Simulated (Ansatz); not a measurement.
# A hole started on a pair of Cl atoms pulled together in NaCl (Fm-3m), part 3 of 3

Question: is an added hole in NaCl (Fm-3m) a free carrier or a small polaron? The trial puts it on a pair of Cl atoms pulled together. The model is a cell of 128 host atoms; several levels of theory are compared, with their cost.

Ansatz 0.2.0; plane-wave PAW DFT, PBE0; relaxation of all atoms of a supercell at fixed charge in a uniform background.

So far. Step 4 (States in the gap, PBE0): Uncorrected and at zero smearing, the relaxed cell lies 0.37 eV below the carrier in the undistorted cell. Step 5 (Placing the level against the band edges): Counted from the neutral cell, this state lies 0.24 eV below a free hole at the valence top.

In doubt: a hybrid run on one k-point (step 4), which bears on gaps, levels and energies.

## Step 6: Koopmans check

Level of this step: place-levels on PBE0 runs: charge-transition levels and formation energies with image-charge correction and potential alignment at the atomic sites (Ansatz).

With the atoms held, the hole is filled again. If the energy is linear in the filling of the trapped state, its one-particle level equals the difference of the two total energies; the miss tells whether the cure for self-interaction is too weak or too strong.

File vertical.hyb.yaml:

```yaml
host:
  run: host.hyb.run
states: [qp1_M1_trap.hyb.run, q0_ideal.hyb.run, q0_M2_trap.hyb.run]
geometry_from:
  qp1_M1_trap.hyb.run: qp1_M1_trap.hrelax.run
  q0_ideal.hyb.run: q0_ideal.hrelax.run
  q0_M2_trap.hyb.run: q0_M2_trap.hrelax.run
  qp1_M1_trap.hyb.at_q0.run: qp1_M1_trap.hrelax.run
chemical_potentials: {}
epsilon: 2.57
static_epsilon: 6.02
vertical:
  - { from: qp1_M1_trap.hyb.run, to: qp1_M1_trap.hyb.at_q0.run, alignment: { sites: { defect_position: [0.25, 0.625, 0.375] } } }
```

Launch:

```console
$ ansatz place-levels vertical.hyb.yaml -- --threads 10 --pin off --max-ram 65945MiB
```

Numbers of over 12 decimals in the logs are rounded to 6 here.

Log:

```text
[...]
(+1/0) 0.237 eV above the valence edge, 7.057 eV under the conduction edge
formation energy of charge +1: -0.237 eV with the Fermi level at the valence edge
formation energy of charge 0: -0.000 eV with the Fermi level at the valence edge
vertical +1 to 0: -4.783 eV against the conduction edge, +2.512 eV against the valence edge
  from vertical[0].from (qp1_M1_trap.hyb.run) to vertical[0].to (qp1_M1_trap.hyb.at_q0.run): correction +0.091 eV (with +0.000 eV of the moments' energy among images, +0.000 omitted), at epsilon 2.57, the first's at 6.02; [...]
  one-particle level at charge +1: +1.731 eV over the valence edge, correction -0.493 eV
  of that level: its mesh has one k-point along a cell vector, or a list of points, so that it can be tenths of an eV off: output.eigenstates.nscf_kmesh removes part of the error, and two divisions an axis in kpoints.mp_grid remove most of it
  one-particle level at charge 0: +3.275 eV over the valence edge, correction +0.674 eV
[...]
edges by pbe0, gap 7.295 eV; the host is sampled to repeats of 15.84 Å
  the defect's cells are sampled to repeats of 15.84 Å, like sampling
[...]
charge +1: by its potential at epsilon 2.57 it stands at 0.250 0.625 0.375, with an rms radius of about 1.1 Å (1.1 0.0 0.0 Å across the planes of the cell's vectors)
  charge 0: +0.000 eV for its dipole among its images, +0.000 omitted
[...]
of vertical[0].from (qp1_M1_trap.hyb.run): its only k-point is the zone centre, where a defect's energies can be off by tenths of an eV or more: see "From the zone centre to a mesh" in the quickstart; [...]
  of vertical[0].to (qp1_M1_trap.hyb.at_q0.run): its only k-point is the zone centre, where a defect's energies can be off by tenths of an eV or more: see "From the zone centre to a mesh" in the quickstart; [...]
```

It took 0.46 s on 10 threads of AMD EPYC 7R13 (Zen 3), shared host.

For the trial state:

```csv
vertical level from total energies (eV),its correction (eV),one-particle level at charge +1 (eV),at charge 0 (eV)
2.51,0.09,1.73,3.28
```

All above the valence top and corrected for the images. The level at charge +1 misses the vertical level by 0.78 eV.

## Step 7: Relaxing again with PBEsol

As a control, the same structure relaxes without exact exchange or U. The start is the structure of PBE0.

File qp1_M1_trap.semirelax/input.yaml:

```yaml
crystal:
  checkpoint: "../qp1_M1_trap.hrelax.run"
  host: checkpoint
total_charge: 1
basis:
  ecutwfc: 420
  xc_grid: 2
hamiltonian:
  xc: pbesol
kpoints:
  mp_grid: { grid: [1, 1, 1] }
magnetization:
  spin_polarized: true
  initial_magnetization: 1
  spin_locking: { lock_magnetization: hard }
scf:
  occupations: { method: fermi_dirac, width: 0.01 }
  max_iter: 80
output:
  forces: true
  charged_corrections:
    epsilon: 2.57
    static_epsilon: 6.02
    defect_position: [0.25, 0.625, 0.375]
relax:
  f_tol: 0.02
  max_steps: 60
  escape_saddle: false
checkpoint:
  read: "../qp1_M1_trap.hrelax.run"
  write: "../qp1_M1_trap.semirelax.run"
  compress: false
  write_wavefunctions: true
  write_every: 100000
```

Launch:

```console
$ ansatz run input.yaml --threads 10 --pin off --max-ram 65945MiB --backend cuda --events-out ev --progress --plain --runs-dir out
```

It took 14 s on 1 × NVIDIA H100 80GB HBM3 with 10 threads; peak memory 3.6 GiB; 36 s of CPU time.

The relaxation took 6 steps and gained 0.50 eV.

From the single point at the end of this step. The sizes of the moments in the atoms' spheres add to about 0.9 μB, shared by more than 30 atoms in effect: the carrier has spread out.

No level is given here: the program refused to align this charged cell with the host.

## Step 8: Atoms held, PBE0 (α = 0.15)

With the atoms held, the share of exact exchange is changed, to see how the carrier and its level follow it.

File qp1_M1_trap.hyb2/input.yaml:

```yaml
crystal:
  checkpoint: "../qp1_M1_trap.hrelax.run"
  host: checkpoint
total_charge: 1
basis:
  ecutwfc: 420
  xc_grid: 2
hamiltonian:
  xc: { preset: pbe0, exx: 0.15 }
kpoints:
  mp_grid: { grid: [1, 1, 1] }
magnetization:
  spin_polarized: true
  initial_magnetization: 1
  spin_locking: { lock_magnetization: hard }
scf:
  occupations: { method: fixed }
  max_iter: 80
output:
  forces: true
  charged_corrections:
    epsilon: 2.57
    static_epsilon: 6.02
    defect_position: [0.25, 0.625, 0.375]
  eigenvalues: true
  eigenstates: { localisation: true }
  populations: true
  efg: {}
  write_density: true
  write_potential: true
  volumetric_format: npy
checkpoint:
  read: "../qp1_M1_trap.hrelax.run"
  write: "../qp1_M1_trap.hyb2.run"
  compress: false
  write_wavefunctions: true
  write_every: 100000
```

The job ended after 49 s (1 × NVIDIA H100 80GB HBM3 with 10 threads; peak memory 3.7 GiB).

Largest moments: 0.41 μB on Cl52, 0.41 μB on Cl20 and 0.00 μB on Cl116. The sizes of the moments in the atoms' spheres add to about 0.9 μB, shared by 2.2 atoms in effect, 96 % of it within 3.2 Å of the largest: the carrier is localised at or next to the trial site.

The energy against the free carrier goes from -0.24 eV (PBE0) to 0.20 eV, and the gap from 7.29 to 6.44 eV.

## Step 9: All levels of theory side by side

```csv
level of theory,atoms,gap (eV),atoms that share the moment,localised,energy against the free hole (eV),Koopmans miss (eV),time for the trial state
PBE0 †,relaxed,7.29,2.1,yes,-0.24,-0.78,3.5 min
PBEsol,relaxed,-,more than 30,no,-,-,24 s
PBE0 (α = 0.15) †,held,6.44,2.2,yes,0.20,-1.17,49 s
```

† Here the hybrid relaxation or its single point carries a warning about the state that it reached (a narrow gap in its semilocal warm-up or between frontier levels), so a lower state with the carrier may exist.

## Step 10: Outcome

| Quantity | Value |
| --- | --- |
| carrier localised (PBEsol) | no |
| state found, lowest state in doubt (PBE0) | localised |

What this shows: With PBE0 the hole is localised, shared by Cl52 and Cl20, and lies 0.24 eV below the free carrier: bound at this level, by a margin within the error of sampling and correction. The hybrid relaxation or its single point carries a warning about the state that it reached (a narrow gap in its semilocal warm-up or between frontier levels), so a lower state with the carrier may exist; the numbers describe the state found. The hole binds Cl52 and Cl20 into a pair, 3.96 Å apart without it and 2.69 Å with it (PBE0). The answer hangs on the method: localised after relaxing with PBE0, spread with PBEsol. Semilocal functionals favour spread carriers, so their answer alone decides nothing. None of the 2 settings checked meets the Koopmans condition; the smallest miss is 0.78 eV (PBE0), in the direction of too weak a cure for self-interaction, so trapping is likely understated there. A relaxation step took 20 s with PBE0 and 2.4 s with PBEsol. The point with the carrier in the undistorted cell ran without the search for lower states. One trial site was relaxed, so another site or form can lie lower. What this leaves open: no wide search over starts, one cell size, no temperature.

[Logs are printed without paths, hosts, clocks, repeated set-up lines and the standing remarks that a program may print on its own settings, such as how far it seeks lower states.]

[Hosts, paths, dates, database ids (printed as entryN), source tags and the programs' standing remarks are cut or masked in the printed files.]

[For some hosts the program warned that the k-mesh of the response run may be too coarse for force constants and the static dielectric constant; such warnings are not shown here.]
